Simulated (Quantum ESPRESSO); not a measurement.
# SrCo2As2: parallel and opposed starts, part 2 of 2

A self-consistent run ends on one state, which hangs on the start. Several orders of SrCo2As2 are started in Quantum ESPRESSO and their energies compared.

Quantum ESPRESSO 7.5; LDA; plane waves with GBRV 1.5 LDA potentials, no spin-orbit coupling.

So far: The structure; Run 1, typed as ferro ++.

**3. Run 2 (antiferro q=(0,0,1/2) +−+−)**

This order needs a doubled cell of 10 atoms. The wavevector q is in fractions of the reciprocal vectors of the crystal's primitive cell, as the cells of these inputs are built from it; moments change sign between cells as cos(2π q·R).

Input file pw.in:

```
&CONTROL
  calculation = 'scf'
  prefix = 'pwscf'
  outdir = './tmp'
  pseudo_dir = './pseudo'
  disk_io = 'nowf'
/
&SYSTEM
  ibrav = 0
  celldm(1) = 8
  nat = 10
  ntyp = 4
  ecutwfc = 40
  ecutrho = 280
  nbnd = 69
  occupations = 'smearing'
  smearing = 'fd'
  degauss = 0.00734986
  nspin = 2
  starting_magnetization(1) = 0
  starting_magnetization(2) = 0.1176
  starting_magnetization(3) = -0.1176
  starting_magnetization(4) = 0
/
&ELECTRONS
  conv_thr = 2d-08
  electron_maxstep = 150
  mixing_beta = 0.3
/
ATOMIC_SPECIES
Sr     87.6200 sr_lda_v1.uspp.F.UPF
Co1    58.9332 co_lda_v1.2.uspp.F.UPF
Co2    58.9332 co_lda_v1.2.uspp.F.UPF
As     74.9216 as_lda_v1.uspp.F.UPF
CELL_PARAMETERS alat
  -0.4702482591330    0.4702482591330    1.3521848313658
   0.4702482591330   -0.4702482591330    1.3521848313658
   0.9404965182660    0.9404965182660   -2.7043696627316
ATOMIC_POSITIONS crystal
Sr      0.0000000000    0.0000000000    0.0000000000
Sr      0.0000000000    0.0000000000    0.5000000000
Co1     0.7500000000    0.2500000000    0.2500000000
Co2     0.7500000000    0.2500000000    0.7500000000
Co1     0.2500000000    0.7500000000    0.2500000000
Co2     0.2500000000    0.7500000000    0.7500000000
As      0.3513547100    0.3513547100    0.0000000000
As      0.3513547100    0.3513547100    0.5000000000
As      0.6486452900    0.6486452900    0.0000000000
As      0.6486452900    0.6486452900    0.5000000000
K_POINTS automatic
10 10 5 0 0 0
```

Launch:

```bash
$ OMP_NUM_THREADS=1 mpirun -n 4 pw.x -nk 4 -in pw.in > pw.out
```

What it wrote:

```text
[banner, memory and clock lines left out]
Program PWSCF v.7.5 starts

     Message from routine setup:
     using ibrav=0 with symmetry is DISCOURAGED, use correct ibrav instead

     bravais-lattice index     =            0
     lattice parameter (alat)  =       8.0000  a.u.
     unit-cell volume          =    1224.7583 (a.u.)^3
     number of atoms/cell      =           10
     number of atomic types    =            4
     number of electrons       =       108.00
     number of Kohn-Sham states=           69
     kinetic-energy cutoff     =      40.0000  Ry
     charge density cutoff     =     280.0000  Ry
     scf convergence threshold =      2.0E-08
     mixing beta               =       0.3000
     number of iterations used =            8  plain     mixing
     Exchange-correlation= SLA  PZ   NOGX NOGC
                           (   1   1   0   0   0   0   0)

     celldm(1)=   8.000000  celldm(2)=   0.000000  celldm(3)=   0.000000
     celldm(4)=   0.000000  celldm(5)=   0.000000  celldm(6)=   0.000000

     crystal axes: (cart. coord. in units of alat)
               a(1) = (  -0.470248   0.470248   1.352185 )
               a(2) = (   0.470248  -0.470248   1.352185 )
               a(3) = (   0.940497   0.940497  -2.704370 )

     reciprocal axes: (cart. coord. in units 2 pi/alat)
               b(1) = ( -0.000000  1.063268  0.369772 )
               b(2) = (  1.063268 -0.000000  0.369772 )
               b(3) = (  0.531634  0.531634  0.000000 )

     PseudoPot. # 1 for Sr read from file:
     sr_lda_v1.uspp.F.UPF
     Pseudo is Ultrasoft + core correction, Zval = 10.0

     PseudoPot. # 2 for Co read from file:
     co_lda_v1.2.uspp.F.UPF
     Pseudo is Ultrasoft + core correction, Zval = 17.0

     PseudoPot. # 3 for Co read from file:
     co_lda_v1.2.uspp.F.UPF
     Pseudo is Ultrasoft + core correction, Zval = 17.0

     PseudoPot. # 4 for As read from file:
     as_lda_v1.uspp.F.UPF
     Pseudo is Ultrasoft + core correction, Zval =  5.0

     atomic species   valence    mass     pseudopotential
     Sr               10.00    87.62000     Sr( 1.00)
     Co1              17.00    58.93320     Co( 1.00)
     Co2              17.00    58.93320     Co( 1.00)
     As                5.00    74.92160     As( 1.00)

     Starting magnetic structure
     atomic species   magnetization
     Sr              0.000
     Co1             0.118
     Co2            -0.118
     As              0.000

      8 Sym. Ops., with inversion, found ( 4 have fractional translation)

   Cartesian axes

     site n.     atom                  positions (alat units)
         1        Sr     tau(   1) = (   0.0000000   0.0000000   0.0000000  )
         2        Sr     tau(   2) = (   0.4702483   0.4702483  -1.3521848  )
         3        Co1    tau(   3) = (  -0.0000000   0.4702483   0.6760924  )
         4        Co2    tau(   4) = (   0.4702483   0.9404965  -0.6760924  )
         5        Co1    tau(   5) = (   0.4702483  -0.0000000   0.6760924  )
         6        Co2    tau(   6) = (   0.9404965   0.4702483  -0.6760924  )
         7        As     tau(   7) = (  -0.0000000  -0.0000000   0.9501930  )
         8        As     tau(   8) = (   0.4702483   0.4702483  -0.4019918  )
         9        As     tau(   9) = (  -0.0000000  -0.0000000   1.7541766  )
        10        As     tau(  10) = (   0.4702483   0.4702483   0.4019918  )

     number of k points=    93  Fermi-Dirac smearing, width (Ry)=  0.0073
                       cart. coord. in units 2pi/alat
        k(    1) = (   0.0000000   0.0000000   0.0000000), wk =   0.0020000
        k(    2) = (   0.1063268   0.1063268   0.0000000), wk =   0.0040000
        k(    3) = (   0.2126536   0.2126536   0.0000000), wk =   0.0040000
        k(    4) = (   0.1063268  -0.0000000   0.0369772), wk =   0.0160000
        k(    5) = (   0.2126536   0.1063268   0.0369772), wk =   0.0160000
        [... 88 further k-points ...]

     Dense  grid:    96957 G-vectors     FFT dimensions: (  72,  72, 144)

     Smooth grid:    41913 G-vectors     FFT dimensions: (  50,  50, 100)

     Check: negative core charge=   -0.000012
     Generating pointlists ...
     new r_m :   0.3205 (alat units)  2.5644 (a.u.) for type    1
     new r_m :   0.2245 (alat units)  1.7962 (a.u.) for type    2
     new r_m :   0.2245 (alat units)  1.7962 (a.u.) for type    3
     new r_m :   0.2245 (alat units)  1.7962 (a.u.) for type    4

     Initial potential from superposition of free atoms

     starting charge     103.9451, renormalised to     108.0000

     negative rho (up, down):  6.598E-02 6.598E-02
     Starting wfcs are   94 randomized atomic wfcs

     Self-consistent Calculation

     iteration #  1     ecut=    40.00 Ry     beta= 0.30
     Davidson diagonalization with overlap
     ethr =  1.00E-02,  avg # of iterations =  3.0

     negative rho (up, down):  6.458E-02 6.458E-02

     total energy              =   -1480.87026942 Ry
     estimated scf accuracy    <      35.10982344 Ry

     total magnetization       =     0.00 Bohr mag/cell
     absolute magnetization    =     5.83 Bohr mag/cell

     iteration #  2     ecut=    40.00 Ry     beta= 0.30
     Davidson diagonalization with overlap
     ethr =  1.00E-02,  avg # of iterations =  3.0

     negative rho (up, down):  6.410E-02 6.410E-02

     total energy              =   -1490.93867936 Ry
     estimated scf accuracy    <      50.70884729 Ry

     total magnetization       =     0.00 Bohr mag/cell
     absolute magnetization    =     0.48 Bohr mag/cell

     [... further iterations left out ...]

     iteration # 29     ecut=    40.00 Ry     beta= 0.30
     Davidson diagonalization with overlap
     ethr =  2.01E-11,  avg # of iterations =  3.8

     negative rho (up, down):  6.542E-02 6.542E-02

     total energy              =   -1493.48533842 Ry
     estimated scf accuracy    <       0.00000002 Ry

     total magnetization       =     0.00 Bohr mag/cell
     absolute magnetization    =     0.38 Bohr mag/cell

     iteration # 30     ecut=    40.00 Ry     beta= 0.30
     Davidson diagonalization with overlap
     ethr =  1.97E-11,  avg # of iterations =  4.6

     negative rho (up, down):  6.542E-02 6.542E-02

     Magnetic moment per site  (integrated on atomic sphere of radius R)
     atom   1 (R=0.321)  charge=  8.2927  magn=  0.0000
     atom   2 (R=0.321)  charge=  8.2927  magn=  0.0000
     atom   3 (R=0.225)  charge= 15.2785  magn=  0.0830
     atom   4 (R=0.225)  charge= 15.2785  magn= -0.0828
     atom   5 (R=0.225)  charge= 15.2785  magn=  0.0830
     atom   6 (R=0.225)  charge= 15.2785  magn= -0.0828
     atom   7 (R=0.225)  charge=  2.3977  magn=  0.0000
     atom   8 (R=0.225)  charge=  2.3977  magn=  0.0000
     atom   9 (R=0.225)  charge=  2.3977  magn=  0.0000
     atom  10 (R=0.225)  charge=  2.3977  magn=  0.0000

     End of self-consistent calculation

     Number of k-points >= 100: set verbosity='high' to print the bands.

     the Fermi energy is    11.1962 ev

!    total energy              =   -1493.48533865 Ry
     estimated scf accuracy    <          2.6E-09 Ry
     smearing contrib. (-TS)   =      -0.02469357 Ry
     internal energy E=F+TS    =   -1493.46064509 Ry

     The total energy is F=E-TS. E is the sum of the following terms:
     one-electron contribution =   -1141.33848910 Ry
     hartree contribution      =     617.91033696 Ry
     xc contribution           =    -290.51902060 Ry
     ewald contribution        =    -679.51347235 Ry

     total magnetization       =     0.00 Bohr mag/cell
     absolute magnetization    =     0.37 Bohr mag/cell

     convergence has been achieved in  30 iterations
```

Run time: 11 min. Hardware: 4 MPI ranks of AMD EPYC 9R45, shared host; peak memory 2 GiB.

Spin moment in the atom's sphere by atom:

```
atom  spin moment in the atom's sphere (μB)
 Sr1                                 0.0000
 Sr2                                 0.0000
 Co3                                 0.0830
 Co4                                -0.0828
 Co5                                 0.0830
 Co6                                -0.0828
 As7                                 0.0000
 As8                                 0.0000
 As9                                 0.0000
As10                                 0.0000
```

Read from the output:

```yaml
smearing_term_ts: 0.3360 eV
magnetization: 0 μB
absolute_magnetization: 0.369 μB
final_state: weakly magnetic
```

Spin density in the ab plane at fractional z = 0.000, with atoms of Sr and As within 0.2 Å of it.

Values in units of 1e-6 e/Å³, 10 rows by 16 columns, each cell a mean:
```
 0.1  0.2  0.2  0.1  0.0 -0.1 -0.3 -0.7 -0.9 -0.8 -0.5 -0.3 -0.2 -0.2 -0.2  0.0
 0.0  0.2  0.3  0.3  0.3  0.3  0.2  0.0 -0.5 -0.9 -0.9 -0.6 -0.4 -0.3 -0.3 -0.2
-0.1  0.1  0.2  0.3  0.3  0.3  0.4  0.6  0.5 -0.1 -0.7 -1.1 -0.9 -0.5 -0.3 -0.2
-0.4 -0.1  0.2  0.4  0.3  0.2  0.2  0.1  0.2  0.2  0.3 -0.4 -0.9 -0.9 -0.7 -0.5
-0.8 -0.7 -0.3  0.4  0.6  0.3  0.0  0.0 -0.1  0.0  0.2  0.4  0.2 -0.6 -0.9 -0.8
-0.7 -0.8 -0.9 -0.5  0.2  0.3  0.1 -0.1  0.0  0.0  0.2  0.4  0.5  0.2 -0.4 -0.6
-0.4 -0.5 -0.7 -1.0 -0.9 -0.3  0.3  0.3  0.3  0.2  0.2  0.3  0.3  0.3  0.1 -0.2
-0.2 -0.3 -0.4 -0.5 -0.9 -1.0 -0.6  0.1  0.5  0.5  0.3  0.3  0.3  0.3  0.2  0.0
 0.0 -0.2 -0.3 -0.3 -0.4 -0.6 -0.9 -0.9 -0.5  0.0  0.2  0.2  0.2  0.3  0.3  0.2
 0.0  0.0 -0.1 -0.2 -0.2 -0.4 -0.6 -0.8 -0.8 -0.6 -0.3 -0.1  0.0  0.1  0.2  0.1
```
Columns run along a (6.4 Å), rows up along b (6.4 Å). Atoms in or near the plane, at fractional coordinates: Sr at (0.00, 0.00), As at (0.35, 0.35), As at (0.65, 0.65).

Valence density in the ab plane at fractional z = 0.000, with atoms of Sr and As within 0.2 Å of it. It is the smooth field of the valence electrons, not physical close to the nuclei.

Ten steps, logarithmic in the rise over the least value, from '_' (-1.0 e/Å³) to '@' (2.8 e/Å³), each cell a mean:
```
##@@@@%%########################@@@@
@@@@@@%%##########################@@
%%@@@@%%##########%%%%##############
####%%############%%%%%%############
##################%%####%%##########
##################%%##@@%%%%########
##################%%##%%@@##%%######
####################%%######%%%%####
######%%%%%%##########%%%%%%%%%%####
######%%%%##%%%%####################
######%%####%%##%%##################
########%%##@@%%%%##################
##########%%######%%################
############%%##%%%%################
##############%%%%%%##########%%%%%%
%%##########################%%@@@@@@
@@@@##########################@@@@@@
__@@%%########################%%@@##
```
Columns run along a (6.4 Å), rows up along b (6.4 Å). Atoms in or near the plane, at fractional coordinates: Sr at (0.00, 0.00), As at (0.35, 0.35), As at (0.65, 0.65).

**4. Run 3, typed as antiferro q=(1/2,1/2,1/2) +−−+**

The cell is doubled to 10 atoms to hold this order.

Input file pw.in:

```
&CONTROL
  calculation = 'scf'
  prefix = 'pwscf'
  outdir = './tmp'
  pseudo_dir = './pseudo'
  disk_io = 'nowf'
/
&SYSTEM
  ibrav = 0
  celldm(1) = 8
  nat = 10
  ntyp = 4
  ecutwfc = 40
  ecutrho = 280
  nbnd = 69
  occupations = 'smearing'
  smearing = 'fd'
  degauss = 0.00734986
  nspin = 2
  starting_magnetization(1) = 0
  starting_magnetization(2) = 0.1176
  starting_magnetization(3) = -0.1176
  starting_magnetization(4) = 0
/
&ELECTRONS
  conv_thr = 2d-08
  electron_maxstep = 150
  mixing_beta = 0.3
/
ATOMIC_SPECIES
Sr     87.6200 sr_lda_v1.uspp.F.UPF
Co1    58.9332 co_lda_v1.2.uspp.F.UPF
Co2    58.9332 co_lda_v1.2.uspp.F.UPF
As     74.9216 as_lda_v1.uspp.F.UPF
CELL_PARAMETERS alat
  -0.9404965182660    0.9404965182660    2.7043696627316
   0.0000000000000    0.0000000000000    2.7043696627316
   0.0000000000000    0.9404965182660    0.0000000000000
ATOMIC_POSITIONS crystal
Sr      0.0000000000    0.0000000000    0.0000000000
Sr      0.5000000000    0.0000000000    0.0000000000
Co1     0.0000000000    0.2500000000    0.5000000000
Co2     0.5000000000    0.2500000000    0.5000000000
Co2     0.5000000000    0.7500000000    0.5000000000
Co1     0.0000000000    0.7500000000    0.5000000000
As      0.0000000000    0.3513547100    0.0000000000
As      0.5000000000    0.3513547100    0.0000000000
As      0.0000000000    0.6486452900    0.0000000000
As      0.5000000000    0.6486452900    0.0000000000
K_POINTS automatic
5 10 10 0 0 0
```

What it wrote:

```text
     [... lines left out ...]
Program PWSCF v.7.5 starts
     [... lines left out ...]
     number of atoms/cell      =           10
     [... lines left out ...]
     number of electrons       =       108.00
     number of Kohn-Sham states=           69
     kinetic-energy cutoff     =      40.0000  Ry
     charge density cutoff     =     280.0000  Ry
     scf convergence threshold =      2.0E-08
     [... lines left out ...]
     16 Sym. Ops., with inversion, found ( 8 have fractional translation)
     [... lines left out ...]
     number of k points=    63  Fermi-Dirac smearing, width (Ry)=  0.0073
     [... lines left out ...]
     iteration # 24     ecut=    40.00 Ry     beta= 0.30
     [... lines left out ...]
     Magnetic moment per site  (integrated on atomic sphere of radius R)
     atom   1 (R=0.321)  charge=  8.2928  magn= -0.0000
     atom   2 (R=0.321)  charge=  8.2928  magn= -0.0000
     atom   3 (R=0.225)  charge= 15.2785  magn= -0.0005
     atom   4 (R=0.225)  charge= 15.2785  magn= -0.0004
     atom   5 (R=0.225)  charge= 15.2785  magn= -0.0004
     atom   6 (R=0.225)  charge= 15.2785  magn= -0.0005
     atom   7 (R=0.225)  charge=  2.3977  magn=  0.0000
     atom   8 (R=0.225)  charge=  2.3977  magn=  0.0000
     atom   9 (R=0.225)  charge=  2.3977  magn=  0.0000
     atom  10 (R=0.225)  charge=  2.3977  magn=  0.0000
     [... lines left out ...]
     the Fermi energy is    11.1961 ev
!    total energy              =   -1493.48533855 Ry
     estimated scf accuracy    <          7.0E-09 Ry
     smearing contrib. (-TS)   =      -0.02483094 Ry
     [... lines left out ...]
     total magnetization       =    -0.00 Bohr mag/cell
     absolute magnetization    =     0.00 Bohr mag/cell
     convergence has been achieved in  24 iterations
```

Elapsed: 5.8 min, on 4 MPI ranks; peak memory 1.7 GiB.

Spin moment in the atom's sphere by atom:

```
atom  spin moment in the atom's sphere (μB)
 Sr1                                 0.0000
 Sr2                                 0.0000
 Co3                                -0.0005
 Co4                                -0.0004
 Co5                                -0.0004
 Co6                                -0.0005
 As7                                 0.0000
 As8                                 0.0000
 As9                                 0.0000
As10                                 0.0000
```

Numbers from this step:

| Property | Result |
| --- | --- |
| smearing term TS | 0.3378 eV |
| magnetization | 0 μB |
| absolute magnetization | 0 μB |
| final state | non-magnetic |

**5. Run 4 (no spin polarisation)**

Input file pw.in:

```
&CONTROL
  calculation = 'scf'
  prefix = 'pwscf'
  outdir = './tmp'
  pseudo_dir = './pseudo'
  disk_io = 'nowf'
/
&SYSTEM
  ibrav = 0
  celldm(1) = 8
  nat = 5
  ntyp = 3
  ecutwfc = 40
  ecutrho = 280
  nbnd = 37
  occupations = 'smearing'
  smearing = 'fd'
  degauss = 0.00734986
/
&ELECTRONS
  conv_thr = 1d-08
  electron_maxstep = 150
  mixing_beta = 0.3
/
ATOMIC_SPECIES
Sr     87.6200 sr_lda_v1.uspp.F.UPF
Co     58.9332 co_lda_v1.2.uspp.F.UPF
As     74.9216 as_lda_v1.uspp.F.UPF
CELL_PARAMETERS alat
  -0.4702482591330    0.4702482591330    1.3521848313658
   0.4702482591330   -0.4702482591330    1.3521848313658
   0.4702482591330    0.4702482591330   -1.3521848313658
ATOMIC_POSITIONS crystal
Sr      0.0000000000    0.0000000000    0.0000000000
Co      0.7500000000    0.2500000000    0.5000000000
Co      0.2500000000    0.7500000000    0.5000000000
As      0.3513547100    0.3513547100    0.0000000000
As      0.6486452900    0.6486452900    0.0000000000
K_POINTS automatic
10 10 10 0 0 0
```

What it wrote:

```text
     [... lines left out ...]
Program PWSCF v.7.5 starts
     [... lines left out ...]
     number of atoms/cell      =            5
     [... lines left out ...]
     number of electrons       =        54.00
     number of Kohn-Sham states=           37
     kinetic-energy cutoff     =      40.0000  Ry
     charge density cutoff     =     280.0000  Ry
     scf convergence threshold =      1.0E-08
     [... lines left out ...]
     16 Sym. Ops., with inversion, found
     [... lines left out ...]
     number of k points=   102  Fermi-Dirac smearing, width (Ry)=  0.0073
     [... lines left out ...]
     iteration # 16     ecut=    40.00 Ry     beta= 0.30
     [... lines left out ...]
     the Fermi energy is    11.1960 ev
!    total energy              =    -746.74266890 Ry
     estimated scf accuracy    <          2.6E-09 Ry
     smearing contrib. (-TS)   =      -0.01241542 Ry
     [... lines left out ...]
     convergence has been achieved in  16 iterations
```

Elapsed: 45 s, on 4 MPI ranks; peak memory 0.65 GiB; 3 min of CPU time.

This step gave:

```yaml
smearing_term_ts: 0.1689 eV
final_state: non-magnetic (no spin polarisation)
```

**6. Energies of the orders**

An order is kept where moments of 0.15 μB or more survive with the typed signs; meshes match where a doubled cell samples the same k points as the first cell.

Weakly magnetic means a largest site moment between 0.06 and 0.15 μB, which need not be converged. Orders:

```
                         start      final state  typed order kept  energy over the lowest (meV a seeded atom)  largest site moment (μB)  net moment (μB a cell of the first run)  mesh matched  CPU time (s)
                      ferro ++    ferromagnetic               yes                                           0                    0.4113                                   0.8511           yes         389.7
    antiferro q=(0,0,1/2) +-+-  weakly magnetic                no                                       3.675                   0.08302                                        0           yes          2638
antiferro q=(1/2,1/2,1/2) +--+     non-magnetic                no                                       3.676                         0                                  8.71e-4           yes          1394
          no spin polarisation     non-magnetic                 -                                       3.678                         0                                        0           yes         178.6
```

**7. Summary of results**

* lowest state found: ferromagnetic (from ferro ++)
* largest site moment: 0.411 μB
* next state with moments: weakly magnetic, 3.68 meV a seeded atom higher
* state without moments: 3.68 meV a seeded atom higher

In words: At this level spin polarisation gains little. 1 start lost its moments. Only these 4 starts were compared; other wavevectors, canted and longer-period orders were not. Energies are free energies at an electronic temperature of 1160 K, which lowers moments and differences where the moments are itinerant.

[Logs and program files are shortened in this print: banners, set-up blocks, solver, clock and traceback lines can be left out without a mark of their own.]

[Logs are printed without paths, hosts, clocks, repeated set-up lines and the standing remarks that a program may print on its own settings, such as how far it seeks lower states.]

[Hosts, paths, dates, database ids (printed as entryN), source tags and the programs' standing remarks are cut or masked in the printed files.]

[Where a cell is said to come from a database of computed structures, the database is the Materials Project.]
